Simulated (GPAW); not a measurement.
The O K edge of atom 5 in CoBiO3 (P4mm), with 2 Co at 1.89 Å and 2 Bi at 2.35 Å (4-fold, site symmetry 2mm), was computed in 3 ways: full core hole (charged cell), half core hole and no core hole. Program and functional: GPAW, LDA + U, without spin-orbit coupling, Gaussian full width 0.9 eV up to 4 eV, rising linearly to 3.5 eV at 25 eV; cells of 10 atoms.

Each run is counted from its own lowest empty level or Fermi level and scaled to a mean of 1 over its first 20 eV.

| E (eV) | run 1 | run 2 | run 3 |
| --- | --- | --- | --- |
| -2.0 | 0.00 | 0.00 | 0.00 |
| -1.5 | 0.00 | 0.00 | 0.00 |
| -1.0 | 0.00 | 0.00 | 0.00 |
| -0.5 | 0.02 | 0.02 | 0.02 |
| 0.0 | 0.25 | 0.23 | 0.24 |
| 0.5 | 0.75 | 0.58 | 0.66 |
| 1.0 | 0.82 | 0.70 | 0.75 |
| 1.5 | 0.80 | 0.92 | 0.82 |
| 2.0 | 0.96 | 1.46 | 1.16 |
| 2.5 | 1.70 | 2.58 | 2.26 |
| 3.0 | 2.62 | 2.55 | 3.05 |
| 3.5 | 2.93 | 1.30 | 2.23 |
| 4.0 | 2.26 | 0.68 | 1.26 |
| 4.5 | 1.40 | 0.38 | 0.68 |
| 5.0 | 0.49 | 0.14 | 0.21 |
| 5.5 | 0.08 | 0.02 | 0.03 |
| 6.0 | 0.01 | 0.00 | 0.00 |
| 6.5 | 0.00 | 0.02 | 0.00 |
| 7.0 | 0.01 | 0.07 | 0.02 |
| 7.5 | 0.04 | 0.20 | 0.08 |
| 8.0 | 0.13 | 0.45 | 0.23 |
| 8.5 | 0.31 | 0.88 | 0.50 |
| 9.0 | 0.61 | 1.49 | 0.94 |
| 9.5 | 0.97 | 1.97 | 1.42 |
| 10.0 | 1.23 | 2.02 | 1.65 |
| 10.5 | 1.29 | 1.77 | 1.60 |
| 11.0 | 1.29 | 1.62 | 1.53 |
| 11.5 | 1.41 | 1.69 | 1.63 |
| 12.0 | 1.66 | 1.81 | 1.82 |
| 12.5 | 1.88 | 1.74 | 1.90 |
| 13.0 | 1.89 | 1.47 | 1.73 |
| 13.5 | 1.66 | 1.13 | 1.40 |
| 14.0 | 1.31 | 0.86 | 1.06 |
| 14.5 | 1.00 | 0.71 | 0.83 |
| 15.0 | 0.80 | 0.64 | 0.70 |
| 15.5 | 0.69 | 0.61 | 0.64 |
| 16.0 | 0.64 | 0.64 | 0.62 |
| 16.5 | 0.65 | 0.71 | 0.67 |
| 17.0 | 0.71 | 0.82 | 0.75 |
| 17.5 | 0.79 | 0.91 | 0.84 |
| 18.0 | 0.86 | 0.96 | 0.91 |
| 18.5 | 0.90 | 0.96 | 0.92 |
| 19.0 | 0.90 | 0.93 | 0.91 |
| 19.5 | 0.88 | 0.92 | 0.90 |
| 20.0 | 0.87 | 0.91 | 0.89 |
| 20.5 | 0.86 | 0.89 | 0.87 |
| 21.0 | 0.83 | 0.85 | 0.84 |
| 21.5 | 0.78 | 0.77 | 0.78 |
| 22.0 | 0.71 | 0.68 | 0.70 |
| 22.5 | 0.64 | 0.59 | 0.62 |
| 23.0 | 0.56 | 0.52 | 0.54 |
| 23.5 | 0.51 | 0.48 | 0.49 |
| 24.0 | 0.47 | 0.45 | 0.46 |
| 24.5 | 0.45 | 0.45 | 0.44 |
| 25.0 | 0.44 | 0.46 | 0.44 |
| 25.5 | 0.44 | 0.47 | 0.45 |
| 26.0 | 0.44 | 0.50 | 0.46 |
| 26.5 | 0.46 | 0.53 | 0.48 |
| 27.0 | 0.47 | 0.57 | 0.51 |
| 27.5 | 0.49 | 0.60 | 0.54 |
| 28.0 | 0.51 | 0.64 | 0.56 |
| 28.5 | 0.53 | 0.66 | 0.58 |
| 29.0 | 0.53 | 0.68 | 0.59 |
| 29.5 | 0.53 | 0.68 | 0.59 |
| 30.0 | 0.53 | 0.69 | 0.59 |
| 30.5 | 0.53 | 0.70 | 0.60 |
| 31.0 | 0.54 | 0.72 | 0.61 |
| 31.5 | 0.56 | 0.76 | 0.64 |
| 32.0 | 0.60 | 0.81 | 0.69 |

Q: Which run is which?

Run 1: no core hole (area from −2 to 6 eV 7.5, main maxima 3.4 eV (2.96), 12.8 eV (1.92) and 18.7 eV (0.90)). Run 2: full core hole (charged cell) (area from −2 to 6 eV 5.8, main maxima 2.7 eV (2.82), 9.8 eV (2.05), 12.1 eV (1.81) and 18.2 eV (0.96)). Run 3: half core hole (area from −2 to 6 eV 6.7, main maxima 3.0 eV (3.05), 10.1 eV (1.66), 12.4 eV (1.90) and 18.5 eV (0.92)). With each curve scaled to its own mean, the area from −2 to 6 eV with the hole is 5.8 against 7.5, and the centre of weight from −1 to 20 eV moves by +0.3 eV (first and strongest maxima below 20 eV: 3.4 eV (2.96), 12.8 eV (1.92) and 18.7 eV (0.90) without the hole, 2.7 eV (2.82), 9.8 eV (2.05) and 12.1 eV (1.81) with it): the weight at the onset falls, probably as the absorber's own filled states drop away from the neighbours' empty ones and mix less with them.

[Hosts, paths, dates, database ids (printed as entryN), source tags and the programs' standing remarks are cut or masked in the printed files.]

[Lists of maxima count a maximum above −3 eV only where it reaches 4 % of the highest in the window and stands out from its surroundings by 2 % of it (1.5 % where it reaches 55 %); shoulders and weaker maxima are passed over, and of the rest the first, up to two pre-edge ones and the few strongest are named.]
